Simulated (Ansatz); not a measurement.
# Phonons of AgO (F-43m) against volume, part 2 of 2

Aim: how the phonons of AgO (F-43m) shift with volume, and the thermal expansion that follows.

Ansatz 0.2.0; DFT PBEsol, scalar-relativistic, plane waves, PAW; PAW set soft_1.

So far, highest frequency on path, mesh or solved points (cm⁻¹): step 2 (response at finite wavevector) 373; step 4 (phonons at the other volume, volume ratio 0.97) 396.

### 6. Phonons at the other volume, volume ratio 1.03

The phonons are repeated at this volume on the same meshes, so that differences come from the volume alone.

The input, input.yaml:

```yaml
crystal:
  lattice:
    - [0.0, 2.4994955456, 2.4994955456]
    - [2.4994955456, 0.0, 2.4994955456]
    - [2.4994955456, 2.4994955456, 0.0]
  atoms:
    - { symbol: Ag, position: [0.0, 0.0, 0.0] }
    - { symbol: O, position: [0.25, 0.25, 0.25] }
kpoints:
  mp_grid: { grid: [16, 16, 16] }
hamiltonian:
  xc: pbesol
  pseudopotentials: { kind: paw, azcp: { folder: soft_1 }, xc_functional: pbe }
scf:
  occupations: { method: methfessel_paxton, width: 0.2 }
output:
  eigenvalues: true
phonons:
  method: dfpt
  qmesh: [4, 4, 4]
  temperatures: { t_max: 1000, t_step: 50 }
  qpath:
    path:
      - [[0.0, 0.0, 0.0], [-0.5, -0.5, 0.0], [-0.375, -0.375, 0.25]]
      - [[-0.375, 0.0, 0.375], [0.0, 0.0, 0.0], [0.0, 0.0, 0.5], [-0.5, -0.25, 0.25], [-0.5, -0.5, 0.0]]
    npoints: 10
```

Command:

```console
> ansatz run input.yaml --threads 4 --pin off --max-ram 10240MiB --backend cpu --events-out ev --progress --plain --runs-dir out
```

What it wrote:

```text
[...]
Crystal: 2 atoms, lattice volume = 31.231 Å³
Basis set: ecut = 420 eV, 609 PW (Γ), exchange–correlation on 48×48×48 points (8 copies of the dense FFT grid, shifted against one another)
Bands: 17, of which v1, the nominal top of the filled ones, is band 13 counted from 1 (12 counted from 0)
Symmetry: 24 space group operations
k-points: 145 of 4096 (time reversal used)
[...]
k-point 144: bands = [... 9 lower, 6.7389, 6.7442, 6.7701, 8.3770, 16.4095, 17.3653, 18.8046, 19.2991]
[...]
ASR residual: 9.811e-5 → 0.000e0 eV/Å²; symmetrization residual: 1.032e-6 eV/Å²
  ASR residual per site (eV/Å²): 9.81e-5 2.77e-5
  Γ frequencies (cm⁻¹): 0.00 0.00 0.00 176.93 176.93 176.93
--- Phonons (arbitrary-q DFPT): 8 irreducible q on the 4×4×4 mesh ---
[...]
interpolated dispersion: 62 rows × 6 modes
[...]
[key lines of the parts left out:]
SCF converged after 9 iterations
Free energy (F): -8080.121639 eV
Fermi energy:    8.976273 eV
```

Elapsed: 7.1 min, on 4 threads of Arm Neoverse V1, shared host; peak memory 4.3 GiB; 28 min of CPU time.

This step gave:

```yaml
sum_rule_residual_before_enforcement: 9.81e-5 eV/Å²
lowest_frequency_on_the_path: -55.59 cm⁻¹
highest_frequency_on_path_mesh_or_solved_points: 351 cm⁻¹
highest_optical_mode_at_the_zone_centre_no_lo_to_term: 176.9 cm⁻¹
lowest_optical_zone_centre_mode: 176.9 cm⁻¹
lowest_mode_on_the_q_mesh_acoustic_modes_at_gamma_apart: -55.59 cm⁻¹
```

Frequencies (cm⁻¹) solved at each irreducible wavevector; negative means imaginary. Frequencies by wavevector, by row:

```
q in reciprocal lattice units  star  mode 1  mode 2  mode 3  mode 4  mode 5  mode 6
                        0 0 0     1       0       0       0   176.9   176.9   176.9
                     0 0 0.25     8    -8.4    -8.4      90     237     237   238.1
                     0 0 -0.5     4   -23.7   -23.7   129.6   269.7   269.7     351
                  0 0.25 0.25     6   -11.1   -11.1     105   235.3   253.2   253.2
                  0 0.25 -0.5    24   -20.8   -14.8   131.1   255.5   290.6   322.2
                 0 0.25 -0.25    12     -42   -12.3   122.6     244   259.9   303.9
                  0 -0.5 -0.5     3     -38     -38   139.7     214   315.1   315.1
              0.25 -0.5 -0.25     6   -55.6    21.2   133.9   262.4   292.1   322.5
```

The highest optical mode at the zone centre (no LO-TO term) is 176.9 cm⁻¹, -24.7 cm⁻¹ against the base run.

### 7. Grüneisen parameters

The Grüneisen parameter of a mode is minus the logarithmic change of its frequency with volume, −d ln ω / d ln V; weighted by heat capacity it gives the expansion.

This step gave:

| Quantity | Value |
| --- | --- |
| bulk modulus | 109 GPa |

Phonon branches along the path, in cm⁻¹:

```
    point  branch 1  branch 2  branch 3  branch 4  branch 5  branch 6
        Γ         0         0         0       202       202       202
  halfway       -31       -31       111       258       277       277
        X       -54       -54       147       235       338       338
  halfway       -55       -52       146       250       336       341
        U       -53       -46       144       274       324       345
jump to K       -53       -46       144       274       324       345
  halfway       -48       -14       108       245       271       294
        Γ         0         0         0       202       202       202
  halfway       -22       -22        92       261       261       261
        L       -38       -38       133       292       292       373
  halfway       -47       -33       138       284       304       356
        W       -72       -32       141       284       315       346
  halfway       -64       -42       144       261       330       344
        X       -54       -54       147       235       338       338
```

The same for volume x 0.97:

```
point  branch 1  branch 2  branch 3  branch 4  branch 5  branch 6
    Γ         0         0         0       227       227       227
    X       -69       -69       154       257       363       363
    U       -71       -61       151       297       349       370
    K       -71       -61       151       297       349       370
    Γ         0         0         0       227       227       227
    L       -49       -49       137       315       315       396
    W       -88       -53       148       307       340       372
    X       -69       -69       154       257       363       363
```

The same for volume x 1.03:

```
point  branch 1  branch 2  branch 3  branch 4  branch 5  branch 6
    Γ         0         0         0       177       177       177
    X       -38       -38       140       214       315       315
    U       -33       -28       137       252       301       321
    K       -33       -28       137       252       301       321
    Γ         0         0         0       177       177       177
    L       -24       -24       130       270       270       351
    W       -56        21       134       262       292       322
    X       -38       -38       140       214       315       315
```

The first set of phonon branches as a text plot (rows in cm⁻¹):

```
    386 |
    366 |                                       ******
    346 |           *********                  *      ***********
    326 |        ***   ****  **               *            ****
    306 |       *          **  *                    *******
    285 |      *           ******            ***************
    265 |      ***      ***  *****          **              **
    245 |    **   *** **        * **       *                  ***
    225 |  **        *           ****    **
    205 |**                         ******
    185 |
    164 |
    144 |         ***********                       *************
    124 |       **           ***              ******
    104 |    ***                *            *
     84 |   *                    ***       **
     64 |                                 *
     43 |  *                        *    *
     23 | *                       ****  *
      3 |**                      *   ******
    -17 |  ****                ** ***      **
    -37 |      ***       ******  *           ******************
    -58 |         ***************                      **    ****
    -78 |                                                ****
         Γ           X  U|K            Γ         L        W     X
```

### 8. Results

```json
{
  "bulk modulus": "109 GPa"
}
```

No expansion is given, because modes are imaginary at one volume or more. The highest optical mode at Γ goes from 227 to 177 cm⁻¹ as the cell grows, a Grüneisen parameter of 4.14. Branches are matched by rank, so values near crossings are rough. With no gap, or one that is small against the smearing, the frequencies hang on the k mesh and the smearing, most of all near Kohn anomalies. The phonon runs are without spin polarisation, although the cell has an odd electron count. The PAW files were made for PBE and serve the other functionals too.

[Long decimals in the printed logs are rounded to 6 places.]

[Logs are printed without paths, hosts, clocks, repeated set-up lines and the standing remarks that a program may print on its own settings, such as how far it seeks lower states.]

[Hosts, paths, dates, database ids (printed as entryN), source tags and the programs' standing remarks are cut or masked in the printed files.]

[Where the starting crystal was built by hand or by swapping elements, it need not be the compound's stable phase.]
